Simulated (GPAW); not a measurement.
# Dielectric function and optical constants of GaP

Aim: the dielectric function of GaP, and the optical constants that follow from it.

Calculated with GPAW 26.7.0; DFT, LDA, plane-wave PAW (GPAW data sets), scalar-relativistic, RPA, optical limit.

## Step 1: Set-up

It takes space group F-43m (No. 216, cubic). Conventional cell: a = 5.451 Å, b = 5.451 Å, c = 5.451 Å, α = 90.00°, β = 90.00°, γ = 90.00°. Nearest to Ga lie 4 P at 2.36 Å. P has 4 Ga at 2.36 Å nearest. Farther neighbours are not listed.

Structure file:

```
Ga P
1.0
     0.00000    2.72525    2.72525
     2.72525    0.00000    2.72525
     2.72525    2.72525    0.00000
Ga P
1 1
Direct
  0.00000 0.00000 0.00000
  0.75000 0.75000 0.75000
```

## Step 2: Bands for the response

At the fixed density, many empty bands are solved on the mesh of the response, since the spectrum sums over them.

This step: DFT, LDA, plane-wave PAW (GPAW data sets), scalar-relativistic, bands at fixed density (GPAW 26.7.0).

nscf.py reads:

```python
from ase.dft.bandgap import bandgap
from gpaw import GPAW, FermiDirac

calc = GPAW('gs.gpw').fixed_density(kpts={'size': (11, 11, 11), 'gamma': True}, nbands=42, convergence={'bands': 36},
                                    occupations=FermiDirac(0.001), txt='nscf.txt')
print('gap (eV)', bandgap(calc, output=None)[0])
print('direct gap (eV)', bandgap(calc, direct=True, output=None)[0])
print('top band over the Fermi level (eV)', min(calc.get_eigenvalues(kpt=k)[35] for k in range(len(calc.get_ibz_k_points()))) - calc.get_fermi_level())
calc.write('full.gpw', mode='all')
```

Command:

```sh
OMP_NUM_THREADS=1 python nscf.py
```

Numbers of over 12 decimals in the logs are rounded to 6 here.

The program printed:

```text
Diagonalizing LCAO Hamiltonian
Converting LCAO to pw mode
convergence criteria:
- Maximum integral of absolute [eigenst]ate change: 4e-08 eV^2 / valence electron
maximum number of iterations: 150

SCF iterations
|iter     |      energy | eigst |  dens |
|iter:   1||             | +3.98 |       |
|iter:   2||             | +2.52 |       |
|iter:   3||             | +1.46 |       |
|iter:   4||             | +0.35 |       |
|iter:   5||             | -0.61 |       |
|iter:   6||             | -1.54 |       |
|iter:   7||             | -2.51 |       |
|iter:   8||             | -3.32 |       |
|iter:   9||             | -4.09 |       |
|iter:  10||             | -4.77 |       |
|iter:  11||             | -5.44 |       |
|iter:  12||             | -6.09 |       |
|iter:  13||             | -6.76 |       |
|iter:  14||             | -7.38 |       |
|iter:  15||             | -7.92c|       |
SCF steps: 15
  __  _  _
 | _ |_)|_||  |
 |__||  | ||/\| - 26.7.0

Versions:
  Python: 3.12.14
  ASE:    3.29.0
  Numpy:  2.5.5
  Scipy:  1.18.1
  Libxc:  7.0.0

Input parameters:
  mode=PW(ecut=500.0),
  convergence={'bands': 36},
  gpts=array([20, 20, 20]),
  kpts=MonkhorstPack(size=(11, 11, 11), gamma=True),
  maxiter=150,
  nbands=42,
  occupations=Occupations(name='fermi-dirac', width=0.001, fixmagmom=False),
  parallel={},
  xc=XC(name='LDA')

--- standard output ---
gap (eV) 1.472368
direct gap (eV) 1.686403
top band over the Fermi level (eV) 37.924395
```

Run time: 73 s. Hardware: 1 thread of Arm Neoverse N1, shared host; peak memory 0.18 GiB.

This step gave:

```
gap on the k-mesh      : 1.472 eV
direct gap on the mesh : 1.686 eV
```

## Step 3: Dielectric function, RPA

Local fields let the induced charge screen the field inside the cell, which as a rule lowers ε, most along directions where the density is uneven.

This step: DFT, LDA, plane-wave PAW (GPAW data sets), scalar-relativistic, RPA, optical limit (GPAW 26.7.0).

df.py reads:

```python
from gpaw.response.df import DielectricFunction

df = DielectricFunction('full.gpw', frequencies={'type': 'nonlinear', 'domega0': 0.03, 'omega2': 8},
                        ecut=50,
                        eta=0.15,
                        nbands=36,
                        txt='df.txt')
for direction in ['x']:
    df.get_dielectric_function(xc='RPA', direction=direction, filename=f'df_{direction}.csv')
```

Command:

```sh
OMP_NUM_THREADS=1 python df.py
```

The program printed:

```text
Using integrator: PointIntegrator
NonLinearFrequencyDescriptor(from 0.000 to 55.235 eV, 478 points)
Nonperiodic BCs:  [False False False]
Using integrator: PointIntegrator
NonLinearFrequencyDescriptor(from 0.000 to 55.235 eV, 478 points)
Nonperiodic BCs:  [False False False]

Calculating chi0 body with:
    Ground state adapter containing:
    Number of spins: 1
    Number of kpoints: 1331
    Number of irreducible kpoints: 56
    Number of completely occupied states: 4
    Number of partially occupied states: 4

    Linear response parametrization:
    q_c: [0.0, 0.0, 0.0]
    Number of frequency points: 478
    Planewave cutoff: 50.0
    Number of bands: 36
    Number of planewaves: 27
    Broadening (eta): 0.15

Integrating chi0 body.

Symmetries of q_c:
    Direct symmetries (Uq -> q): 24
    Indirect symmetries (TUq -> q): 24
In total 48 allowed symmetries.

56 groups of equivalent kpoints. 95.792637% reduction.

Integral kind: spectral function

Calculating chi0 optical extensions with:
    Ground state adapter containing:
    Number of spins: 1
    Number of kpoints: 1331
    Number of irreducible kpoints: 56
    Number of completely occupied states: 4
    Number of partially occupied states: 4

    Linear response parametrization:
    Number of frequency points: 478
    Planewave cutoff: 50.0
    Number of bands: 36
    Number of planewaves: 27
    Broadening (eta): 0.15
Integrating chi0 head and wings.

Symmetries of q_c:
    Direct symmetries (Uq -> q): 24
    Indirect symmetries (TUq -> q): 24
In total 48 allowed symmetries.

56 groups of equivalent kpoints. 95.792637% reduction.

Integral kind: spectral function wings
```

Run time: 6.9 s. Hardware: 1 thread; peak memory 0.21 GiB.

This step gave:

| Quantity | Value |
| --- | --- |
| electronic dielectric constant ε∞, mean over x, y and z (by symmetry where fewer were run) | 10.44 |
| main peak of Im epsilon, first axis | 4.348 eV |

The Im ε, E ∥ x has structure finer than the step of the table below, so its rows give means over 0.5 eV, whole bins alone (the curve runs from 0 to 14.0 eV). Peaks (eV: height): 2.70: 11.6, 4.33: 27.6, 5.22: 17.3.

Values under the direct gap are tails of Lorentzian lines. Im ε, E ∥ x against photon energy; means over each step:

| photon energy (eV) | Im ε, E ∥ x |
| --- | --- |
| 0.5 | 0.108 |
| 1.0 | 0.274 |
| 1.5 | 0.943 |
| 2.0 | 1.69 |
| 2.5 | 7.08 |
| 3.0 | 9.19 |
| 3.5 | 11.4 |
| 4.0 | 16.5 |
| 4.5 | 19.1 |
| 5.0 | 13.4 |
| 5.5 | 12.3 |
| 6.0 | 7.19 |
| 6.5 | 5.37 |
| 7.0 | 4.85 |
| 7.5 | 3.63 |
| 8.0 | 2.70 |
| 8.5 | 2.31 |
| 9.0 | 1.88 |
| 9.5 | 2.02 |
| 10.0 | 1.48 |
| 10.5 | 1.41 |
| 11.0 | 1.12 |
| 11.5 | 0.897 |
| 12.0 | 0.830 |
| 12.5 | 0.649 |
| 13.0 | 0.604 |
| 13.5 | 0.519 |

Table of Re ε, E ∥ x by photon energy:

| photon energy (eV) | Re ε, E ∥ x |
| --- | --- |
| 0.0 | 10.4 |
| 0.5 | 10.6 |
| 1.0 | 11.2 |
| 1.5 | 12.5 |
| 2.0 | 14.0 |
| 2.5 | 17.0 |
| 3.0 | 12.9 |
| 3.5 | 13.1 |
| 4.0 | 13.7 |
| 4.5 | -7.06 |
| 5.0 | 2.17 |
| 5.5 | -6.20 |
| 6.0 | -6.24 |
| 6.5 | -3.64 |
| 7.0 | -3.36 |
| 7.5 | -3.58 |
| 8.0 | -2.66 |
| 8.5 | -2.44 |
| 9.0 | -1.85 |
| 9.5 | -1.74 |
| 10.0 | -1.74 |
| 10.5 | -1.32 |
| 11.0 | -1.52 |
| 11.5 | -0.992 |
| 12.0 | -0.931 |
| 12.5 | -0.780 |
| 13.0 | -0.662 |
| 13.5 | -0.482 |

The Im ε, E ∥ x has structure finer than the step of the table below, so its rows give means over 0.5 eV, whole bins alone (the curve runs from 0 to 14.0 eV). Peaks (eV: height): without local fields 2.70: 12.1, 4.33: 31.8, 5.17: 19.9; with local fields 2.70: 11.6, 4.33: 27.6, 5.22: 17.3.

Values under the direct gap are tails of Lorentzian lines. Table of Im ε, E ∥ x by photon energy; means over each step:

| photon energy (eV) | without local fields | with local fields |
| --- | --- | --- |
| 0.5 | 0.117 | 0.108 |
| 1.0 | 0.294 | 0.274 |
| 1.5 | 0.969 | 0.943 |
| 2.0 | 1.77 | 1.69 |
| 2.5 | 7.42 | 7.08 |
| 3.0 | 9.70 | 9.19 |
| 3.5 | 12.8 | 11.4 |
| 4.0 | 20.4 | 16.5 |
| 4.5 | 21.2 | 19.1 |
| 5.0 | 16.2 | 13.4 |
| 5.5 | 13.3 | 12.3 |
| 6.0 | 7.60 | 7.19 |
| 6.5 | 6.08 | 5.37 |
| 7.0 | 5.03 | 4.85 |
| 7.5 | 3.54 | 3.63 |
| 8.0 | 2.85 | 2.70 |
| 8.5 | 2.40 | 2.31 |
| 9.0 | 1.97 | 1.88 |
| 9.5 | 1.92 | 2.02 |
| 10.0 | 1.32 | 1.48 |
| 10.5 | 1.29 | 1.41 |
| 11.0 | 0.862 | 1.12 |
| 11.5 | 0.793 | 0.897 |
| 12.0 | 0.687 | 0.830 |
| 12.5 | 0.541 | 0.649 |
| 13.0 | 0.494 | 0.604 |
| 13.5 | 0.425 | 0.519 |

The refractive index n and extinction k by photon energy:

| photon energy (eV) | n | k |
| --- | --- | --- |
| 0.0 | 3.23 | 0 |
| 0.5 | 3.26 | 0.0163 |
| 1.0 | 3.35 | 0.0395 |
| 1.5 | 3.54 | 0.119 |
| 2.0 | 3.74 | 0.187 |
| 2.5 | 4.18 | 0.733 |
| 3.0 | 3.75 | 1.08 |
| 3.5 | 3.89 | 1.45 |
| 4.0 | 4.11 | 1.79 |
| 4.5 | 2.57 | 3.70 |
| 5.0 | 2.74 | 2.31 |
| 5.5 | 1.87 | 3.12 |
| 6.0 | 1.20 | 2.77 |
| 6.5 | 1.20 | 2.25 |
| 7.0 | 1.10 | 2.14 |
| 7.5 | 0.861 | 2.08 |
| 8.0 | 0.733 | 1.79 |
| 8.5 | 0.661 | 1.70 |
| 9.0 | 0.599 | 1.49 |
| 9.5 | 0.711 | 1.50 |
| 10.0 | 0.511 | 1.41 |
| 10.5 | 0.561 | 1.28 |
| 11.0 | 0.409 | 1.30 |
| 11.5 | 0.424 | 1.08 |
| 12.0 | 0.401 | 1.05 |
| 12.5 | 0.316 | 0.938 |
| 13.0 | 0.337 | 0.881 |
| 13.5 | 0.327 | 0.768 |

The reflectivity at normal incidence, E ∥ x has structure finer than the step of the table below, so its rows give means over 0.5 eV, whole bins alone (the curve runs from 0 to 14.0 eV). Peaks (eV: height): 2.66: 41.7, 4.47: 61.3, 5.97: 62.2, 7.73: 57.4, 9.96: 52.3, 11.10: 56.4, 12.42: 52.5.

Reflectivity at normal incidence, E ∥ x against photon energy; means over each step:

| photon energy (eV) | reflectivity at normal incidence, E ∥ x (%) |
| --- | --- |
| 0.5 | 28.1 |
| 1.0 | 29.2 |
| 1.5 | 31.2 |
| 2.0 | 33.8 |
| 2.5 | 39.3 |
| 3.0 | 37.6 |
| 3.5 | 40.1 |
| 4.0 | 45.2 |
| 4.5 | 56.2 |
| 5.0 | 45.6 |
| 5.5 | 57.0 |
| 6.0 | 59.4 |
| 6.5 | 51.9 |
| 7.0 | 51.4 |
| 7.5 | 56.3 |
| 8.0 | 53.1 |
| 8.5 | 52.5 |
| 9.0 | 49.1 |
| 9.5 | 45.5 |
| 10.0 | 51.2 |
| 10.5 | 45.2 |
| 11.0 | 53.3 |
| 11.5 | 48.6 |
| 12.0 | 47.8 |
| 12.5 | 49.2 |
| 13.0 | 46.2 |
| 13.5 | 44.0 |

Optical constants at common wavelengths, from n + ik = √ε:

| wavelength (nm) | n | k | R (%) | 1/α |
| --- | --- | --- | --- | --- |
| 1550 | 3.30 | 0.029 | 28.6 | 4.3 µm |
| 1064 | 3.39 | 0.052 | 29.7 | 1.6 µm |
| 800 | 3.56 | 0.144 | 31.6 | 442 nm |
| 450 | 3.83 | 1.462 | 39.8 | 24 nm |
| 405 | 3.83 | 1.150 | 37.9 | 28 nm |
| 308 | 4.18 | 1.858 | 44.8 | 13 nm |
| 193 | 1.20 | 2.274 | 52.0 | 6.8 nm |

Below the direct gap, k and the depth come from the tails of the Lorentzian lines, not from transitions.

Rows near the edge hang on the gap, which this functional as a rule makes too small, and phonon-assisted absorption is left out.

## Step 4: Summary of results

```json
{"electronic dielectric constant ε∞, mean over x, y and z (by symmetry where fewer were run) (RPA)": "10.4", "main peak of Im epsilon, first axis": "4.35 eV"}
```

What this shows: At this level (LDA, RPA) GaP has ε∞ = 10.4 and n = 3.30 at 1550 nm, and Im ε peaks at 4.3 eV. On the mesh the gap is 1.47 eV and the least direct gap 1.69 eV, so on this mesh the band edges lie at different points. Local fields change the static value along x from 11.39 to 10.44 (-8 %). Distinct maxima of Im ε, read by a parabola through the highest points, lie at 2.71 eV (12), 4.35 eV (28) and 5.21 eV (17). Excitons and phonon-assisted transitions are missing; LDA gaps are as a rule too small, which pulls the onset down and ε∞ up. The sum runs over mesh points, so small or evenly spaced maxima can still be ripples of the mesh.

[Machine, clock and banner lines and Python warnings are left out of the logs.]

[Logs are printed without paths, hosts, clocks, repeated set-up lines and the standing remarks that a program may print on its own settings, such as how far it seeks lower states.]

[Hosts, paths, dates, database ids (printed as entryN), source tags and the programs' standing remarks are cut or masked in the printed files.]
